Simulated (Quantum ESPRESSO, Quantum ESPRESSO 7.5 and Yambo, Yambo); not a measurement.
# A GW chain in Yambo: PbO (P4/nmm)

Wanted: ground state, empty states, screening and self-energy for PbO (P4/nmm).

Calculated with Quantum ESPRESSO 7.5 and Yambo 5.3.0; PBE and many-body steps on it, plane waves.

The database entry behind the starting cell differs from later determinations by our own check (c about 1 % long), so it need not match the best structure at ambient conditions.

**1. The structure**

It takes space group P4/nmm (No. 129, tetragonal). Conventional cell: a = 3.960 Å, b = 3.960 Å, c = 5.070 Å, α = 90.00°, β = 90.00°, γ = 90.00°. Nearest to Pb lie 4 O at 2.32 Å. Nearest to O lie 4 Pb at 2.32 Å. Farther neighbours and most contacts between anions are not listed.

The cell and positions come from the Crystallography Open Database and are kept as given unless a step says otherwise.

**2. Ground state**

This step: Quantum ESPRESSO 7.5; DFT, PBE with spin-orbit coupling, plane waves, norm-conserving pseudopotentials.

The ground-state density comes first.

pw.in

```
&control
  calculation = 'scf'
  prefix = 'x'
  outdir = 'o'
  pseudo_dir = 'pseudo'
/
&system
  ibrav = 0
  nat = 4
  ntyp = 2
  ecutwfc = 76.0
  nbnd = 68
  force_symmorphic = .true.
  noncolin = .true.
  lspinorb = .true.
/
&electrons
  conv_thr = 1e-10
  electron_maxstep = 80
  mixing_beta = 0.5
/
ATOMIC_SPECIES
  Pb 207.2 Pb.upf
  O 15.999 O.upf
CELL_PARAMETERS angstrom
  3.9600000000 0.0000000000 0.0000000000
  0.0000000000 3.9600000000 0.0000000000
  0.0000000000 0.0000000000 5.0700000000
ATOMIC_POSITIONS crystal
  Pb 0.0000000000 0.5000000000 0.2385140000
  Pb 0.5000000000 0.0000000000 0.7614860000
  O 0.0000000000 0.0000000000 0.0000000000
  O 0.5000000000 0.5000000000 0.0000000000
K_POINTS automatic
  6 6 4 0 0 0
```

Command:

```bash
$ OMP_NUM_THREADS=1 mpirun -n 8 pw.x -nk 8 -in pw.in > pw.out
```

The program printed:

```text
Program PWSCF v.7.5 starts

     This program is part of the open-source Quantum ESPRESSO suite
     for quantum simulation of materials; please cite
         "P. Giannozzi et al., J. Phys.:Condens. Matter 21 395502 (2009);
         "P. Giannozzi et al., J. Phys.:Condens. Matter 29 465901 (2017);
         "P. Giannozzi et al., J. Chem. Phys. 152 154105 (2020);
     in publications or presentations arising from this work. More details at
     Message from routine setup:
     using ibrav=0 with symmetry is DISCOURAGED, use correct ibrav instead

     G-vector sticks info

     bravais-lattice index     =            0
     lattice parameter (alat)  =       7.4833  a.u.
     unit-cell volume          =     536.5311 (a.u.)^3
     number of atoms/cell      =            4
     number of atomic types    =            2
     number of electrons       =        56.00
     number of Kohn-Sham states=           68
     kinetic-energy cutoff     =      76.0000  Ry
     charge density cutoff     =     304.0000  Ry
     scf convergence threshold =      1.0E-10
     mixing beta               =       0.5000
     number of iterations used =            8  plain     mixing
     Exchange-correlation= PBE
                           (   1   4   3   4   0   0   0)
     Non magnetic calculation with spin-orbit

     celldm(1)=   7.483315  celldm(2)=   0.000000  celldm(3)=   0.000000
     celldm(4)=   0.000000  celldm(5)=   0.000000  celldm(6)=   0.000000

     crystal axes: (cart. coord. in units of alat)
               a(1) = (   1.000000   0.000000   0.000000 )
               a(2) = (   0.000000   1.000000   0.000000 )
               a(3) = (   0.000000   0.000000   1.280303 )

     reciprocal axes: (cart. coord. in units 2 pi/alat)
               b(1) = (  1.000000  0.000000  0.000000 )
               b(2) = (  0.000000  1.000000  0.000000 )
               b(3) = (  0.000000  0.000000  0.781065 )
     Pseudo is Norm-conserving + core correction, Zval = 22.0
     Generated using ONCVPSP code by D. R. Hamann
     Using radial grid of 1782 points, 10 beta functions with:
     Pseudo is Norm-conserving + core correction, Zval =  6.0
     Generated using ONCVPSP code by D. R. Hamann
     Using radial grid of  936 points,  8 beta functions with:
     Pb               22.00   207.20000     Pb( 1.00)
     O                 6.00    15.99900     O ( 1.00)

      8 Sym. Ops. (no inversion) found

   Cartesian axes

     site n.     atom                  positions (alat units)
         1        Pb     tau(   1) = (   0.0000000   0.5000000   0.3053702  )
         2        Pb     tau(   2) = (   0.5000000   0.0000000   0.9749328  )
         3        O      tau(   3) = (   0.0000000   0.0000000   0.0000000  )
         4        O      tau(   4) = (   0.5000000   0.5000000   0.0000000  )

     number of k points=    30
                       cart. coord. in units 2pi/alat
        k(    1) = (   0.0000000   0.0000000   0.0000000), wk =   0.0069444
        k(    2) = (   0.0000000   0.0000000   0.1952663), wk =   0.0138889
        k(    3) = (   0.0000000   0.0000000  -0.3905325), wk =   0.0069444
        k(    4) = (   0.0000000   0.1666667   0.0000000), wk =   0.0277778
        k(    5) = (   0.0000000   0.1666667   0.1952663), wk =   0.0555556
        k(    6) = (   0.0000000   0.1666667  -0.3905325), wk =   0.0277778
        k(    7) = (   0.0000000   0.3333333   0.0000000), wk =   0.0277778
        k(    8) = (   0.0000000   0.3333333   0.1952663), wk =   0.0555556
        k(    9) = (   0.0000000   0.3333333  -0.3905325), wk =   0.0277778
        k(   10) = (   0.0000000  -0.5000000   0.0000000), wk =   0.0138889
     [... 18 further rows ...]
        k(   29) = (  -0.5000000  -0.5000000   0.1952663), wk =   0.0138889
        k(   30) = (  -0.5000000  -0.5000000  -0.3905325), wk =   0.0069444

     Dense  grid:    48109 G-vectors     FFT dimensions: (  45,  45,  54)

     Initial potential from superposition of free atoms

     starting charge      55.9949, renormalised to      56.0000
     Starting wfcs are   68 randomized atomic wfcs

     per-process dynamical memory:   120.4 Mb

     Self-consistent Calculation

     iteration #  1     ecut=    76.00 Ry     beta= 0.50

     total energy              =    -905.54396503 Ry
     estimated scf accuracy    <       1.37400546 Ry

     iteration #  2     ecut=    76.00 Ry     beta= 0.50

     total energy              =    -905.75646814 Ry
     estimated scf accuracy    <       1.94995146 Ry

     iteration #  3     ecut=    76.00 Ry     beta= 0.50

     total energy              =    -906.12044890 Ry
     estimated scf accuracy    <       0.03661333 Ry

     iteration #  4     ecut=    76.00 Ry     beta= 0.50

     total energy              =    -906.12298425 Ry
     estimated scf accuracy    <       0.00450487 Ry

     iteration #  5     ecut=    76.00 Ry     beta= 0.50

     total energy              =    -906.12370007 Ry
     estimated scf accuracy    <       0.00073420 Ry

     iteration #  6     ecut=    76.00 Ry     beta= 0.50

     total energy              =    -906.12385191 Ry
     estimated scf accuracy    <       0.00002355 Ry

     iteration #  7     ecut=    76.00 Ry     beta= 0.50

     total energy              =    -906.12385217 Ry
     estimated scf accuracy    <       0.00001595 Ry

     iteration #  8     ecut=    76.00 Ry     beta= 0.50

     total energy              =    -906.12385125 Ry
     estimated scf accuracy    <       0.00000467 Ry

     iteration #  9     ecut=    76.00 Ry     beta= 0.50

     total energy              =    -906.12385218 Ry
     estimated scf accuracy    <       0.00000011 Ry

     iteration # 10     ecut=    76.00 Ry     beta= 0.50

     total energy              =    -906.12385219 Ry
     estimated scf accuracy    <       0.00000002 Ry

     iteration # 11     ecut=    76.00 Ry     beta= 0.50

     total energy              =    -906.12385219 Ry
     estimated scf accuracy    <          3.3E-10 Ry

     iteration # 12     ecut=    76.00 Ry     beta= 0.50

     total energy              =    -906.12385219 Ry
     estimated scf accuracy    <          3.1E-10 Ry

     iteration # 13     ecut=    76.00 Ry     beta= 0.50

     End of self-consistent calculation

          k = 0.0000 0.0000 0.0000 (  6023 PWs)   bands (ev):

  -127.7786-127.7786-127.7786-127.7786 -86.2164 -86.2164 -86.2163 -86.2163
   -63.8936 -63.8936 -63.8928 -63.8928 -63.8904 -63.8904 -63.8892 -63.8892
    -7.9590  -7.9590  -7.6697  -7.6697  -6.9075  -6.9075  -6.8983  -6.8983
    -6.8433  -6.8433  -5.9496  -5.9496  -4.4630  -4.4630  -4.3482  -4.3482
    -4.3268  -4.3268  -4.3192  -4.3192  -4.2050  -4.2050  -3.4475  -3.4475
     3.2388   3.2388   3.7535   3.7535   5.9679   5.9679   6.3355   6.3355
     8.6532   8.6532   8.6737   8.6737   8.8544   8.8544  10.4527  10.4527
    12.6886  12.6886  14.8058  14.8058  15.6490  15.6490  16.4742  16.4742
    16.9410  16.9410  17.7555  17.7555

          k = 0.0000 0.0000 0.1953 (  6003 PWs)   bands (ev):

  -127.7787-127.7787-127.7785-127.7785 -86.2164 -86.2164 -86.2163 -86.2163
   -63.8935 -63.8935 -63.8929 -63.8929 -63.8903 -63.8903 -63.8894 -63.8894
    -7.9484  -7.9484  -7.6651  -7.6651  -6.9032  -6.9032  -6.8881  -6.8881
    -6.8481  -6.8481  -5.9624  -5.9624  -4.4470  -4.4470  -4.3443  -4.3443
[...]
17.7123  17.7123  18.2728  18.2728

          k = 0.0000 0.0000-0.3905 (  6026 PWs)   bands (ev):

  -127.7787-127.7787-127.7785-127.7785 -86.2164 -86.2164 -86.2163 -86.2163
[...]
-6.8591  -6.8591  -5.9754  -5.9754  -4.4296  -4.4296  -4.3304  -4.3304
    -4.3239  -4.3239  -4.3134  -4.3134  -4.2689  -4.2689  -3.4402  -3.4402
     1.8218   1.8218   6.0846   6.0846   6.1688   6.1688   6.4788   6.4788
     8.5717   8.5717   8.6428   8.6428   8.8349   8.8349   9.3364   9.3364
    12.3333  12.3333  14.0302  14.0302  14.5109  14.5109  14.9821  14.9821
    18.1218  18.1218  19.2452  19.2452

          k = 0.0000 0.1667 0.0000 (  6013 PWs)   bands (ev):

     [... further k-points ...]

     highest occupied, lowest unoccupied level (ev):    10.4527   11.5575

!    total energy              =    -906.12385219 Ry
     estimated scf accuracy    <          9.9E-11 Ry

     The total energy is the sum of the following terms:
     one-electron contribution =    -521.36022605 Ry
     hartree contribution      =     265.75424187 Ry
     xc contribution           =    -152.77596776 Ry
     ewald contribution        =    -497.74190025 Ry

     convergence has been achieved in  13 iterations

     XML data file, charge density, pseudopotentials, collected wavefunctions

=------------------------------------------------------------------------------=
   JOB DONE.
=------------------------------------------------------------------------------=
```

It took 66 s on 8 MPI ranks of Arm Neoverse V2, shared host; peak memory 1.6 GiB.

Numbers from this step:

| Quantity | Value |
| --- | --- |
| total energy | -12328.4431 eV |
| gap | 1.105 eV |
| k of the valence top | 0, 0, 0 |
| k of the conduction bottom | -0.5, -0.5, 0 |
| least direct gap | 2.180 eV |

The gap is indirect, with the least direct gap 1.08 eV higher.

**3. Bands along the symmetry lines**

The cheap functional maps the bands first; the places of the edges decide which points the dearer methods must see.

pw.in

```
&control
  calculation = 'bands'
  prefix = 'x'
  outdir = 'o'
  pseudo_dir = 'pseudo'
/
&system
  ibrav = 0
  nat = 4
  ntyp = 2
  ecutwfc = 76.0
  nbnd = 68
  force_symmorphic = .true.
  noncolin = .true.
  lspinorb = .true.
/
&electrons
  conv_thr = 1e-9
  electron_maxstep = 80
  diago_full_acc = .true.
  diago_thr_init = 5e-6
/
ATOMIC_SPECIES
  Pb 207.2 Pb.upf
  O 15.999 O.upf
CELL_PARAMETERS angstrom
  3.9600000000 0.0000000000 0.0000000000
  0.0000000000 3.9600000000 0.0000000000
  0.0000000000 0.0000000000 5.0700000000
ATOMIC_POSITIONS crystal
  Pb 0.0000000000 0.5000000000 0.2385140000
  Pb 0.5000000000 0.0000000000 0.7614860000
  O 0.0000000000 0.0000000000 0.0000000000
  O 0.5000000000 0.5000000000 0.0000000000
K_POINTS crystal
  75
  0.00000000 0.00000000 0.00000000 1
  0.00000000 0.06250000 0.00000000 1
  0.00000000 0.12500000 0.00000000 1
  0.00000000 0.18750000 0.00000000 1
  0.00000000 0.25000000 0.00000000 1
  0.00000000 0.31250000 0.00000000 1
  0.00000000 0.37500000 0.00000000 1
  0.00000000 0.43750000 0.00000000 1
  0.00000000 0.50000000 0.00000000 1
  0.06250000 0.50000000 0.00000000 1
  0.12500000 0.50000000 0.00000000 1
  0.18750000 0.50000000 0.00000000 1
  0.25000000 0.50000000 0.00000000 1
  0.31250000 0.50000000 0.00000000 1
  0.37500000 0.50000000 0.00000000 1
  0.43750000 0.50000000 0.00000000 1
  0.50000000 0.50000000 0.00000000 1
  0.43750000 0.43750000 0.00000000 1
  0.37500000 0.37500000 0.00000000 1
  0.31250000 0.31250000 0.00000000 1
  0.25000000 0.25000000 0.00000000 1
  0.18750000 0.18750000 0.00000000 1
  0.12500000 0.12500000 0.00000000 1
  0.06250000 0.06250000 0.00000000 1
  0.00000000 0.00000000 0.00000000 1
  0.00000000 0.00000000 0.06250000 1
  0.00000000 0.00000000 0.12500000 1
  0.00000000 0.00000000 0.18750000 1
  0.00000000 0.00000000 0.25000000 1
  0.00000000 0.00000000 0.31250000 1
  0.00000000 0.00000000 0.37500000 1
  0.00000000 0.00000000 0.43750000 1
  0.00000000 0.00000000 0.50000000 1
  0.00000000 0.06250000 0.50000000 1
  0.00000000 0.12500000 0.50000000 1
  0.00000000 0.18750000 0.50000000 1
  0.00000000 0.25000000 0.50000000 1
  0.00000000 0.31250000 0.50000000 1
  0.00000000 0.37500000 0.50000000 1
  0.00000000 0.43750000 0.50000000 1
  0.00000000 0.50000000 0.50000000 1
  0.06250000 0.50000000 0.50000000 1
  0.12500000 0.50000000 0.50000000 1
  0.18750000 0.50000000 0.50000000 1
  0.25000000 0.50000000 0.50000000 1
  0.31250000 0.50000000 0.50000000 1
  0.37500000 0.50000000 0.50000000 1
  0.43750000 0.50000000 0.50000000 1
  0.50000000 0.50000000 0.50000000 1
  0.43750000 0.43750000 0.50000000 1
  0.37500000 0.37500000 0.50000000 1
  0.31250000 0.31250000 0.50000000 1
  0.25000000 0.25000000 0.50000000 1
  0.18750000 0.18750000 0.50000000 1
  0.12500000 0.12500000 0.50000000 1
  0.06250000 0.06250000 0.50000000 1
  0.00000000 0.00000000 0.50000000 1
  0.00000000 0.50000000 0.00000000 1
  0.00000000 0.50000000 0.06250000 1
  0.00000000 0.50000000 0.12500000 1
  0.00000000 0.50000000 0.18750000 1
  0.00000000 0.50000000 0.25000000 1
  0.00000000 0.50000000 0.31250000 1
  0.00000000 0.50000000 0.37500000 1
  0.00000000 0.50000000 0.43750000 1
  0.00000000 0.50000000 0.50000000 1
  0.50000000 0.50000000 0.00000000 1
  0.50000000 0.50000000 0.06250000 1
  0.50000000 0.50000000 0.12500000 1
  0.50000000 0.50000000 0.18750000 1
  0.50000000 0.50000000 0.25000000 1
  0.50000000 0.50000000 0.31250000 1
  0.50000000 0.50000000 0.37500000 1
  0.50000000 0.50000000 0.43750000 1
  0.50000000 0.50000000 0.50000000 1
```

The program printed:

```text
[banner, memory and clock lines left out]
Program PWSCF v.7.5 starts

     Atomic positions and unit cell read from directory:
     o/x.save/

     Message from routine setup:
     using ibrav=0 with symmetry is DISCOURAGED, use correct ibrav instead

     G-vector sticks info

     bravais-lattice index     =            0
     lattice parameter (alat)  =       7.4833  a.u.
     unit-cell volume          =     536.5311 (a.u.)^3
     number of atoms/cell      =            4
     number of atomic types    =            2
     number of electrons       =        56.00
     number of Kohn-Sham states=           68
     kinetic-energy cutoff     =      76.0000  Ry
     charge density cutoff     =     304.0000  Ry
     Exchange-correlation= PBE
                           (   1   4   3   4   0   0   0)
     Non magnetic calculation with spin-orbit

     celldm(1)=   7.483315  celldm(2)=   0.000000  celldm(3)=   0.000000
     celldm(4)=   0.000000  celldm(5)=   0.000000  celldm(6)=   0.000000

     crystal axes: (cart. coord. in units of alat)
               a(1) = (   1.000000   0.000000   0.000000 )
               a(2) = (   0.000000   1.000000   0.000000 )
               a(3) = (   0.000000   0.000000   1.280303 )

     reciprocal axes: (cart. coord. in units 2 pi/alat)
               b(1) = (  1.000000  0.000000  0.000000 )
               b(2) = (  0.000000  1.000000  0.000000 )
               b(3) = (  0.000000  0.000000  0.781065 )
     Pseudo is Norm-conserving + core correction, Zval = 22.0
     Generated using ONCVPSP code by D. R. Hamann
     Using radial grid of 1782 points, 10 beta functions with:
     Pseudo is Norm-conserving + core correction, Zval =  6.0
     Generated using ONCVPSP code by D. R. Hamann
     Using radial grid of  936 points,  8 beta functions with:
     Pb               22.00   207.20000     Pb( 1.00)
     O                 6.00    15.99900     O ( 1.00)

      8 Sym. Ops. (no inversion) found

   Cartesian axes

     site n.     atom                  positions (alat units)
         1        Pb     tau(   1) = (   0.0000000   0.5000000   0.3053702  )
         2        Pb     tau(   2) = (   0.5000000   0.0000000   0.9749328  )
         3        O      tau(   3) = (   0.0000000   0.0000000   0.0000000  )
         4        O      tau(   4) = (   0.5000000   0.5000000   0.0000000  )

     number of k points=    75
                       cart. coord. in units 2pi/alat
        k(    1) = (   0.0000000   0.0000000   0.0000000), wk =   0.0133333
        k(    2) = (   0.0000000   0.0625000   0.0000000), wk =   0.0133333
        k(    3) = (   0.0000000   0.1250000   0.0000000), wk =   0.0133333
[...]
[... 63 further rows ...]
        k(   74) = (   0.5000000   0.5000000   0.3417160), wk =   0.0133333
        k(   75) = (   0.5000000   0.5000000   0.3905325), wk =   0.0133333

     Dense  grid:    48109 G-vectors     FFT dimensions: (  45,  45,  54)

     The potential is recalculated from file :
     o/x.save/charge-density

     Starting wfcs are   68 randomized atomic wfcs

     Band Structure Calculation

     End of band structure calculation

          k = 0.0000 0.0000 0.0000 (  6023 PWs)   bands (ev):

  -127.7786-127.7786-127.7786-127.7786 -86.2164 -86.2164 -86.2162 -86.2162
   -63.8936 -63.8936 -63.8928 -63.8928 -63.8904 -63.8904 -63.8892 -63.8892
    -7.9591  -7.9591  -7.6697  -7.6697  -6.9075  -6.9075  -6.8983  -6.8983
    -6.8433  -6.8433  -5.9496  -5.9496  -4.4630  -4.4630  -4.3482  -4.3481
[...]
16.9410  16.9410  17.7555  17.7555

          k = 0.0000 0.0625 0.0000 (  6021 PWs)   bands (ev):

  -127.7786-127.7786-127.7786-127.7786 -86.2164 -86.2164 -86.2162 -86.2162
[...]
16.9355  16.9355  17.6561  17.6561

          k = 0.0000 0.1250 0.0000 (  6015 PWs)   bands (ev):

  -127.7786-127.7786-127.7786-127.7786 -86.2164 -86.2164 -86.2162 -86.2162
[...]
16.8962  16.8962  17.5077  17.5077

[...]
k = 0.5000 0.5000 0.3417 (  5984 PWs)   bands (ev):

  -127.7786-127.7786-127.7786-127.7786 -86.2163 -86.2163 -86.2163 -86.2163
[...]
16.3030  16.3030  16.3030  16.3030

          k = 0.5000 0.5000 0.3905 (  5984 PWs)   bands (ev):

  -127.7786-127.7786-127.7786-127.7786 -86.2163 -86.2163 -86.2163 -86.2163
[...]
8.1674   8.1674   8.1674   8.1674   9.3750   9.3750   9.3750   9.3750
    13.6355  13.6355  13.6355  13.6355  15.0326  15.0326  15.0326  15.0326
    16.3029  16.3029  16.3029  16.3029

     XML data file, pseudopotentials, collected wavefunctions
```

The job ended after 36 s (8 MPI ranks; peak memory 1.1 GiB; 4.8 min of CPU time).

This step gave:

```
gap                        : 1.105 eV
k of the valence top       : 0, 0, 0
k of the conduction bottom : 0.5, 0.5, 0
least direct gap           : 2.180 eV
```

The gap is 1.105 eV, as in the run before at this level.

The electronic bands at the labelled points (eV, zero at the top of the highest filled band):

| point | band 53 | band 54 | band 55 | band 56 | band 57 | band 58 | band 59 | band 60 |
| --- | --- | --- | --- | --- | --- | --- | --- | --- |
| Γ | -1.60 | -1.60 | 0.00 | 0.00 | 2.24 | 2.24 | 4.35 | 4.35 |
| halfway | -2.00 | -2.00 | -0.28 | -0.28 | 3.16 | 3.16 | 3.54 | 3.54 |
| X | -1.75 | -1.75 | -1.75 | -1.75 | 3.22 | 3.22 | 3.22 | 3.22 |
| halfway | -1.58 | -1.58 | -1.42 | -1.42 | 2.37 | 2.37 | 2.41 | 2.41 |
| M | -1.08 | -1.08 | -1.08 | -1.08 | 1.10 | 1.10 | 1.10 | 1.10 |
| halfway | -1.31 | -1.31 | -0.58 | -0.58 | 2.88 | 2.88 | 3.22 | 3.22 |
| Γ | -1.60 | -1.60 | 0.00 | 0.00 | 2.24 | 2.24 | 4.35 | 4.35 |
| halfway | -1.61 | -1.61 | -0.45 | -0.45 | 1.95 | 1.95 | 3.87 | 3.87 |
| Z | -1.62 | -1.62 | -1.12 | -1.12 | 1.88 | 1.88 | 3.58 | 3.58 |
| halfway | -1.22 | -1.22 | -1.09 | -1.09 | 2.07 | 2.07 | 3.12 | 3.12 |
| R | -1.10 | -1.10 | -1.10 | -1.10 | 2.91 | 2.91 | 2.91 | 2.91 |
| halfway | -1.62 | -1.62 | -1.46 | -1.46 | 3.17 | 3.17 | 3.21 | 3.21 |
| A | -1.08 | -1.08 | -1.08 | -1.08 | 3.18 | 3.18 | 3.18 | 3.18 |
| halfway | -1.32 | -1.32 | -1.18 | -1.18 | 2.24 | 2.24 | 3.54 | 3.54 |
| Z | -1.62 | -1.62 | -1.12 | -1.12 | 1.88 | 1.88 | 3.58 | 3.58 |
| jump to X | -1.75 | -1.75 | -1.75 | -1.75 | 3.22 | 3.22 | 3.22 | 3.22 |
| halfway | -1.39 | -1.39 | -1.39 | -1.39 | 3.06 | 3.06 | 3.06 | 3.06 |
| R | -1.10 | -1.10 | -1.10 | -1.10 | 2.91 | 2.91 | 2.91 | 2.91 |
| jump to M | -1.08 | -1.08 | -1.08 | -1.08 | 1.10 | 1.10 | 1.10 | 1.10 |
| halfway | -1.08 | -1.08 | -1.08 | -1.08 | 1.88 | 1.88 | 1.88 | 1.88 |
| A | -1.08 | -1.08 | -1.08 | -1.08 | 3.18 | 3.18 | 3.18 | 3.18 |

[end of part 1 of 3]

[Paths, hosts, dates, memory and timing lines, banners, echoed tables and standing remarks are left out of the program output.]

[Logs are printed without paths, hosts, clocks, repeated set-up lines and the standing remarks that a program may print on its own settings, such as how far it seeks lower states.]

[Runs of the session that timed out or met a known fault of the program may be left out.]

[Hosts, paths, dates, database ids (printed as entryN), source tags and the programs' standing remarks are cut or masked in the printed files.]
